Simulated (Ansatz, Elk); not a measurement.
# Sc3B4Os: X-ray structure factors from the self-consistent density

The structure of Sc3B4Os used here is made up (a known structure type with other elements) and was relaxed beforehand with PBE. The aim is the Fourier transform of its all-electron density, F(hkl), set beside the sum over free spherical atoms that refinements use.

Method: DFT, PBE, all-electron APW+lo, Dirac cores, scalar-relativistic bands, static density, no spin, in Elk 11.2.3 (patched build).

The structure was built from a prototype and need not be the compound's stable phase.

## Step 1: The starting structure

The structure is orthorhombic, space group Immm (No. 71). The conventional cell has a = 3.535 Å, b = 4.857 Å, c = 12.391 Å, α = 90.00°, β = 90.00°, γ = 90.00°. Nearest to Os lie 4 B at 2.22 Å. Sc has 6 B at 2.50 to 2.52 Å nearest. Nearest to Sc lie 8 B at 2.47 Å. Nearest to B lie 1 B at 1.62 Å and 1 Os at 2.22 Å and 5 Sc at 2.47 to 2.52 Å. Farther neighbours are not listed.

Structure file:

```cif
data_structure
_symmetry_space_group_name_H-M 'P 1'
_symmetry_Int_Tables_number 1
_cell_length_a 6.8853
_cell_length_b 6.8853
_cell_length_c 6.8853
_cell_angle_alpha 150.248
_cell_angle_beta 138.696
_cell_angle_gamma 51.728
_cell_volume 106.38
loop_
_atom_site_label
_atom_site_type_symbol
_atom_site_fract_x
_atom_site_fract_y
_atom_site_fract_z
_atom_site_occupancy
Os1 Os 0.00000 0.50000 0.50000 1
Sc2 Sc 0.81334 0.81334 0.00000 1
Sc3 Sc 0.18666 0.18666 0.00000 1
Sc4 Sc 0.50000 0.00000 0.50000 1
B5 B 0.78967 0.62270 0.16697 1
B6 B 0.45572 0.62270 0.83303 1
B7 B 0.21033 0.37730 0.83303 1
B8 B 0.54428 0.37730 0.16697 1
```

## Step 2: Ground state and structure factors

An all-electron density is needed, since X-rays see the cores too. Task 0 finds the density and task 195 Fourier-transforms it; tshift is off so that phases refer to the origin typed.

File elk.in:

```
tasks
  0
  195

xctype
  20

spinpol
  .false.

rgkmax
  7.0

gmaxvr
  14.0

lmaxo
  7

lmaxapw
  8

swidth
  0.002

tshift
  .false.

ramdisk
  .false.

hmaxvr
  5.5

maxscl
  120

epspot
  1e-06

sppath
  './'

avec
  -3.34043460841 4.58898806769 11.70810883362
  3.34043460841 -4.58898806769 11.70810883362
  3.34043460841 4.58898806769 -11.70810883362

atoms
  3
  'Os.in'
  1
  0.0000000000 0.5000000000 0.5000000000   0.000000 0.000000 0.000000
  'Sc.in'
  3
  0.8133449236 0.8133449236 -0.0000000000   0.000000 0.000000 0.000000
  0.1866550764 0.1866550764 -0.0000000000   0.000000 0.000000 0.000000
  0.5000000000 0.0000000000 0.5000000000   0.000000 0.000000 0.000000
  'B.in'
  4
  0.7896681834 0.6226959773 0.1669722061   0.000000 0.000000 0.000000
  0.4557237712 0.6226959773 0.8330277939   0.000000 0.000000 0.000000
  0.2103318166 0.3773040227 0.8330277939   0.000000 0.000000 0.000000
  0.5442762288 0.3773040227 0.1669722061   0.000000 0.000000 0.000000

ngridk
  8 8 8
```

Command:

```
> OMP_NUM_THREADS=4 elk
```

Numbers of over 12 decimals in the logs are rounded to 6 here.

The log of the run:

```text
┌─────────────────────────┐
│ Elk code version 11.2.3 │
└─────────────────────────┘

All units are atomic (Hartree, Bohr, etc.)

┌─────────────────────────────────────────────────┐
│ Ground-state run starting from atomic densities │
└─────────────────────────────────────────────────┘

Lattice vectors :
  -3.340434608       4.588988068       11.70810883
   3.340434608      -4.588988068       11.70810883
   3.340434608       4.588988068      -11.70810883

Reciprocal lattice vectors :
  0.7002538170E-17  0.6845937726      0.2683262257
  0.9404742262     -0.2158524831E-16  0.2683262257
  0.9404742262      0.6845937726     -0.7762197401E-17

Unit cell volume      :    717.9044496
Brillouin zone volume :   0.3455198162

Muffin-tin inner radius fraction :   0.1000000000E-01

Nuclei treated as point charges

Species : 1 (Os)
 parameters loaded from : Os.in
 name : osmium
 nuclear charge    :   -76.00000000
 electronic charge :    76.00000000
 atomic mass :    346768.0767
 muffin-tin radius :    2.694302692
 number of radial points in muffin-tin :   1393
 inner part over the whole radius :   0.9975051160E-02
 number on inner part of muffin-tin    :    999
 approximate nuclear radius :   0.1019601503E-03
 number of mesh points to nuclear radius :    522
 atomic positions (lattice), magnetic fields (Cartesian) :
  1 :   0.00000000  0.50000000  0.50000000    0.00000000  0.00000000  0.00000000

Species : 2 (Sc)
 parameters loaded from : Sc.in
 name : scandium
 nuclear charge    :   -21.00000000
 electronic charge :    21.00000000
 atomic mass :    81949.61073
 muffin-tin radius :    2.400000000
 number of radial points in muffin-tin :    993
 inner part over the whole radius :   0.9898716403E-02
 number on inner part of muffin-tin    :    698
 approximate nuclear radius :   0.6711386133E-04
 number of mesh points to nuclear radius :    323
 atomic positions (lattice), magnetic fields (Cartesian) :
  1 :  -0.18665508 -0.18665508  0.00000000    0.00000000  0.00000000  0.00000000
  2 :   0.18665508  0.18665508  0.00000000    0.00000000  0.00000000  0.00000000
  3 :   0.50000000  0.00000000  0.50000000    0.00000000  0.00000000  0.00000000

Species : 3 (B)
 parameters loaded from : B.in
 name : boron
 nuclear charge    :   -5.000000000
 electronic charge :    5.000000000
 atomic mass :    19707.24742
 muffin-tin radius :    1.450561496
 number of radial points in muffin-tin :    593
 inner part over the whole radius :   0.9918331867E-02
 number on inner part of muffin-tin    :    402
 approximate nuclear radius :   0.4534157419E-04
 number of mesh points to nuclear radius :    164
 atomic positions (lattice), magnetic fields (Cartesian) :
  1 :  -0.21033182 -0.37730402  0.16697221    0.00000000  0.00000000  0.00000000
  2 :   0.45572377 -0.37730402 -0.16697221    0.00000000  0.00000000  0.00000000
  3 :   0.21033182  0.37730402 -0.16697221    0.00000000  0.00000000  0.00000000
  4 :  -0.45572377  0.37730402  0.16697221    0.00000000  0.00000000  0.00000000

Total number of atoms per unit cell :    8
Total muffin-tin volume :    306.7842075
 ratio of muffin-tin to unit cell volume :   0.4273329239

Spin treatment :
 spin-unpolarised

Number of Bravais lattice symmetries :    8
Number of crystal symmetries         :    8
Crystal has inversion symmetry
Real symmetric eigensolver will be used

k-point grid :      8     8     8
k-point offset :    0.000000000       0.000000000       0.000000000
k-point set is reduced with full crystal symmetry group
Total number of k-points :       95

Muffin-tin radius times maximum |G+k| :    7.000000000
 using average radius
Maximum |G+k| for APW functions       :    3.567663259
Maximum (1/2)|G+k|²                   :    6.364110565
Maximum |G| for potential and density :    14.00000000
Constant for pseudocharge density :    9
 order of it for each species :   16  16  16
 order of it for pair densities of each species (exact exchange by exxq0 0: 17) :   16  14   4
Radial integration step length :    1

[...]
exchange                    :     -466.02674269337
 correlation                 :     -7.993390
 electron entropic           :    -0.16750917261651E-02
 total energy                :     -19678.073914087

Density of states at Fermi energy :    130.0821077
 (states/Hartree/unit cell)

Estimated indirect band gap :   0.2281868400E-03
 from k-point 5 to k-point 67
Estimated direct band gap   :   0.6133975361E-03
 at k-point 5

Charges :
 core                        :    84.00000000
 valence                     :    75.00000000
 interstitial                :    14.05047228
 muffin-tins (core leakage)
  species : 1 (Os)
[...]
species : 2 (Sc)
[...]
species : 3 (B)
[...]
total in muffin-tins        :    144.9495277
 total calculated charge     :    158.9955487
 total charge                :    159.0000000
 error                       :   0.4451264761E-02

RMS change in Kohn-Sham potential (target) :    2.766326094     (  0.1000000000E-05)
Absolute change in total energy (target)   :    1.984100239     (  0.1000000000E-03)

[... loops 3 to 19 left out ...]

┌──────────────────┐
│ Loop number : 20 │
└──────────────────┘

Energies :
 Fermi                       :     0.295920
 sum of occupied eigenvalues :     -11987.274777193
 electron kinetic            :      22030.149320591
 core electron kinetic       :      21100.785489267
 Coulomb                     :     -41229.558348001
 Coulomb potential           :     -33398.171047325
 nuclear-nuclear             :     -1520.4268348969
 electron-nuclear            :     -46050.023516250
 Hartree                     :      6340.8920031456
 Madelung                    :     -24530.472824339
 xc potential                :     -619.25305045974
 exchange                    :     -466.71869747374
 correlation                 :     -8.033863
 electron entropic           :    -0.21011086119421E-02
 total energy                :     -19674.163689094

Density of states at Fermi energy :    167.9262459
 (states/Hartree/unit cell)

Estimated indirect band gap :   0.8883588409E-04
 from k-point 55 to k-point 79
Estimated direct band gap   :   0.1836188171E-02
 at k-point 86

Charges :
 core                        :    84.00000000
 valence                     :    75.00000000
 interstitial                :    13.35936667
 muffin-tins (core leakage)
  species : 1 (Os)
[...]
species : 2 (Sc)
[...]
species : 3 (B)
[...]
total in muffin-tins        :    145.6406333
 total calculated charge     :    158.9960555
 total charge                :    159.0000000
 error                       :   0.3944517241E-02

RMS change in Kohn-Sham potential (target) :   0.5124371440E-06 (  0.1000000000E-05)
Absolute change in total energy (target)   :   0.1655488813E-04 (  0.1000000000E-03)

Convergence targets achieved

┌──────────────────┐
│ Loop number : 21 │
└──────────────────┘

Energies :
 Fermi                       :     0.295920
 sum of occupied eigenvalues :     -11987.274762650
 electron kinetic            :      22030.149318511
 core electron kinetic       :      21100.785500278
 Coulomb                     :     -41229.558328621
 Coulomb potential           :     -33398.171106566
 nuclear-nuclear             :     -1520.4268348969
 electron-nuclear            :     -46050.023417514
 Hartree                     :      6340.8919237895
 Madelung                    :     -24530.472775338
 xc potential                :     -619.25297459513
 exchange                    :     -466.71869634105
 correlation                 :     -8.033863
 electron entropic           :    -0.21011066209689E-02
 total energy                :     -19674.163670638

Density of states at Fermi energy :    167.9260854
 (states/Hartree/unit cell)

Estimated indirect band gap :   0.8881761589E-04
 from k-point 55 to k-point 79
Estimated direct band gap   :   0.1836165528E-02
 at k-point 86

Charges :
 core                        :    84.00000000
 valence                     :    75.00000000
 interstitial                :    13.35936767
 muffin-tins (core leakage)
  species : 1 (Os)
[...]
species : 2 (Sc)
[...]
species : 3 (B)
[...]
atom 2                    :    3.198671561     (  0.7589141254E-03)
   atom 3                    :    3.198671561     (  0.7589141254E-03)
   atom 4                    :    3.198671561     (  0.7589141254E-03)
 total in muffin-tins        :    145.6406323
 total calculated charge     :    158.9960555
 total charge                :    159.0000000
 error                       :   0.3944517428E-02

┌──────────────────────────────┐
│ Self-consistent loop stopped │
└──────────────────────────────┘

Warning : core states of species 3 leak from the muffin-tin :   0.7589141254E-03

Wrote STATE.OUT
```

The job ended after 6.3 min (4 threads of Arm Neoverse N1, shared host; peak memory 0.31 GiB; 23 min of CPU time).

SFACRHO.OUT:

```text

h k l indices transformed by vhmat matrix:
   1.000000000       0.000000000       0.000000000    
   0.000000000       1.000000000       0.000000000    
   0.000000000       0.000000000       1.000000000    

      h      k      l  multipl.   |H|            Re(F)            Im(F)           |F|

      0      0      0      1   0.0000000       159.00000     -0.46459357E-16   159.00000    
      1      1     -1      2  0.53665245       66.158299     -0.31134143E-14   66.158299    
      1      0      0      4  0.73530102       61.231643     -0.13232011E-14   61.231643    
      0      1      0      4  0.97800344      -49.018264      0.13387681E-13   49.018264    
     -1     -2      2      4   1.0567210       25.237993      0.14944388E-13   25.237993    
     -2     -2      2      2   1.0733049       69.161012     -0.44366153E-14   69.161012    
     -1      1      0      4   1.1632542      -43.737562      0.15878413E-13   43.737562    
      2      1     -2      4   1.2379347      -70.068529     -0.18057803E-13   70.068529    
      1      1      0      8   1.2810762      -101.16803      0.90289013E-14   101.16803    
     -1      1     -1      2   1.3691875       102.75713      0.14010364E-13   102.75713    
      2      0      0      4   1.4706020       56.582823      0.93402428E-15   56.582823    
      2      3     -3      4   1.5062014       77.683259      0.37983654E-13   77.683259    
     -2     -2      3      8   1.5827646      -80.702862      0.24907314E-14   80.702862    
     -3     -3      3      2   1.6099574       94.133235     -0.27086704E-13   94.133235    
     -2     -3      2      4   1.6384340      -14.395110      0.62268285E-15   14.395110    
     -1      0     -1      8   1.6826067      -32.685787     -0.31134143E-14   32.685787    
      3      1     -1      4   1.7397293       76.516687     -0.12764998E-13   76.516687    
      1      2     -3      8   1.8458486      -72.392719     -0.80948771E-14   72.392719
```

Elk indexes on the primitive cell of elk.in and gives |H| = 4π sin θ/λ in inverse bohr. Below, one row stands for each form hkl of the conventional cell (m members, Friedel mates merged), F is for one primitive cell and the density is static (no thermal factor). Free-atom factors are Waasmaier and Kirfel's, and R is Σm||F|−|F'||/Σm|F|.

```
hkl  m  sin θ/λ (Å⁻¹)  abs F, DFT  neutral atoms   diff.
002  2          0.081      66.158         66.056  +0.102
011  4          0.111      61.232         61.490  -0.258
101  4          0.147      49.018         48.232  +0.787
013  4          0.159      25.238         24.894  +0.344
004  2          0.161      69.161         70.184  -1.023
110  4          0.175      43.738         44.325  -0.587
103  4          0.186      70.069         70.938  -0.870
112  8          0.193     101.168        101.453  -0.285
020  2          0.206     102.757        103.367  -0.610
022  4          0.221      56.583         56.706  -0.123
015  4          0.227      77.683         77.834  -0.150
114  8          0.238      80.703         80.753  -0.050
006  2          0.242      94.133         94.600  -0.466
105  4          0.246      14.395         14.791  -0.396
121  8          0.253      32.686         32.867  -0.181
024  4          0.262      76.517         76.964  -0.448
123  8          0.278      72.393         72.619  -0.226
200  2          0.283     104.936        105.064  -0.128
202  4          0.294      52.441         52.669  -0.227
116  8          0.299      51.705         51.773  -0.069
017  4          0.301      33.329         33.472  -0.143
211  8          0.304      50.961         51.222  -0.261
```

## Step 3: The highest occupied states alone

An energy window below the Fermi level keeps the highest occupied states, to see at which angles they scatter; shallow core shells can lie inside it and anion s states outside. No new self-consistency is needed.

elk.in, as its differences from that of step 2:

```diff
@@ -1,3 +1,2 @@
 tasks
-  0
   195
@@ -40,2 +39,5 @@
 
+wsfac
+  -0.255320 0.595920
+
 sppath
```

Command:

```
> OMP_NUM_THREADS=4 elk
```

The log of the run:

```text
┌─────────────────────────────────┐
│ Elk code version 11.2.3 started │
└─────────────────────────────────┘

Info(readinput): the functional depends on the density's gradient
 muffin-tin radial points multiplied by    2.00000
 (not where nrmtscf is given)

┌────────────────────┐
│ Current task : 195 │
└────────────────────┘
Info(checkmt): changed muffin-tin radius of species 1 (Os) from   2.8000 to   2.6943
Info(checkmt): changed muffin-tin radius of species 3 (B) from   1.8000 to   1.4506

Info(sfacrho): density structure factors written to SFACRHO.OUT

 Energy window :  -0.2553200000      0.5959200000

┌──────────────────┐
│ Elk code stopped │
└──────────────────┘
```

Run time: 29 s. Hardware: 4 threads; peak memory 0.2 GiB; 42 s of CPU time.

States within 15 eV below the Fermi level hold 29.00 electrons; any levels below the window count with the cores. Their amplitudes can exceed the total, where window and core parts have opposite phase:

```
hkl  sin θ/λ (Å⁻¹)  abs F, window  abs F, all
002          0.081          5.917      66.158
011          0.111          1.781      61.232
101          0.147          7.256      49.018
013          0.159          3.639      25.238
004          0.161          2.139      69.161
110          0.175          0.378      43.738
103          0.186          0.595      70.069
112          0.193          2.870     101.168
020          0.206          0.923     102.757
022          0.221          1.356      56.583
```

## Step 4: Another functional

The difference from free atoms is small, so it is set against the change that PBEsol makes.

elk.in, as its differences from that of step 3:

```diff
@@ -1,2 +1,3 @@
 tasks
+  0
   195
@@ -4,3 +5,3 @@
 xctype
-  20
+  22
 
@@ -39,5 +40,2 @@
 
-wsfac
-  -0.255320 0.595920
-
 sppath
```

Command:

```
> OMP_NUM_THREADS=4 elk
```

The log of the run:

```text
┌─────────────────────────┐
│ Elk code version 11.2.3 │
└─────────────────────────┘

All units are atomic (Hartree, Bohr, etc.)

┌─────────────────────────────────────────────────┐
│ Ground-state run starting from atomic densities │
└─────────────────────────────────────────────────┘

Lattice vectors :
  -3.340434608       4.588988068       11.70810883
   3.340434608      -4.588988068       11.70810883
   3.340434608       4.588988068      -11.70810883

Reciprocal lattice vectors :
  0.7002538170E-17  0.6845937726      0.2683262257
[...]
species : 1 (Os)
[...]
species : 2 (Sc)
[...]
species : 3 (B)
[...]
atom 3                    :    3.189783005     (  0.7826865650E-03)
   atom 4                    :    3.189783005     (  0.7826865650E-03)
 total in muffin-tins        :    145.6329015
 total calculated charge     :    158.9959584
 total charge                :    159.0000000
 error                       :   0.4041643713E-02

┌──────────────────────────────┐
│ Self-consistent loop stopped │
└──────────────────────────────┘

Warning : core states of species 3 leak from the muffin-tin :   0.7826865650E-03

Wrote STATE.OUT
[key lines of the parts left out:]
total energy                :     -19666.062879590
```

Run time: 6.2 min. Hardware: 4 threads; peak memory 0.32 GiB.

Against the first run R = 0.02 %; the largest change is +0.048 at 004.

## Step 5: A coarser k-mesh

About half the k-points along each axis test the sampling.

elk.in, as its differences from that of step 4:

```diff
@@ -5,3 +5,3 @@
 xctype
-  22
+  20
 
@@ -66,2 +66,2 @@
 ngridk
-  8 8 8
+  4 4 4
```

Command:

```
> OMP_NUM_THREADS=4 elk
```

The log of the run:

```text
┌─────────────────────────┐
│ Elk code version 11.2.3 │
└─────────────────────────┘

All units are atomic (Hartree, Bohr, etc.)

┌─────────────────────────────────────────────────┐
│ Ground-state run starting from atomic densities │
└─────────────────────────────────────────────────┘

Lattice vectors :
  -3.340434608       4.588988068       11.70810883
   3.340434608      -4.588988068       11.70810883
   3.340434608       4.588988068      -11.70810883

Reciprocal lattice vectors :
  0.7002538170E-17  0.6845937726      0.2683262257
[...]
species : 1 (Os)
[...]
species : 2 (Sc)
[...]
species : 3 (B)
[...]
atom 3                    :    3.198523708     (  0.7588924663E-03)
   atom 4                    :    3.198523708     (  0.7588924663E-03)
 total in muffin-tins        :    145.6325925
 total calculated charge     :    158.9960427
 total charge                :    159.0000000
 error                       :   0.3957294600E-02

┌──────────────────────────────┐
│ Self-consistent loop stopped │
└──────────────────────────────┘

Warning : core states of species 3 leak from the muffin-tin :   0.7588924663E-03

Wrote STATE.OUT
[key lines of the parts left out:]
total energy                :     -19674.161204005
```

Elapsed: 1.9 min, on 4 threads; peak memory 0.32 GiB.

Against the first run R = 0.01 %; the largest change is -0.023 at 006.

## Step 6: Settings against the effect

```
          run  R against the first run (%)  R against neutral atoms, low angle (%)  wall time
PBE, rgkmax 7                         0.00                                    0.49    6.3 min
       PBEsol                         0.02                                    0.49    6.2 min
 k-mesh 4×4×4                         0.01                                    0.49    1.9 min
```

## Step 7: What came out

| Property | Result |
| --- | --- |
| R against neutral atoms, sin θ/λ < 0.3 Å⁻¹ | 0.49 % |
| R against neutral atoms, 0.3 to 0.62 Å⁻¹ | 0.15 % |

Independent neutral atoms miss the calculated amplitudes by R = 0.49 % below 0.3 Å⁻¹ and 0.15 % from there to 0.62 Å⁻¹; by shells, 0.76 % below 0.15 Å⁻¹ (3 forms), 0.46 % 0.15 to 0.3 (17 forms), 0.22 % 0.3 to 0.45 (42 forms), 0.12 % above 0.45 (87 forms). Bonding, aspherical density and the tables' own atoms all enter these figures, and the runs don't part them. The largest change of an amplitude is -1.02 electrons, at 004. The window's part falls from 29.0 electrons at the origin to at most 0.38 between 0.45 and 0.62 Å⁻¹. Below 0.3 Å⁻¹ the changes that finished (PBEsol and k-mesh 4×4×4) move F by R = 0.04 % at most, against the 0.49 % that separates it from free atoms. The basis has no finished test. These runs have no spin, though d or f shells may be open. Spin-orbit coupling is left out, which can matter for elements this heavy. Part of the difference isn't bonding: the tables are fits to free atoms and ions calculated by other methods than this functional. Thermal motion, anomalous dispersion and extinction are left out.

[Logs are printed without paths, hosts, clocks, repeated set-up lines and the standing remarks that a program may print on its own settings, such as how far it seeks lower states.]

[Hosts, paths, dates, database ids (printed as entryN), source tags and the programs' standing remarks are cut or masked in the printed files.]
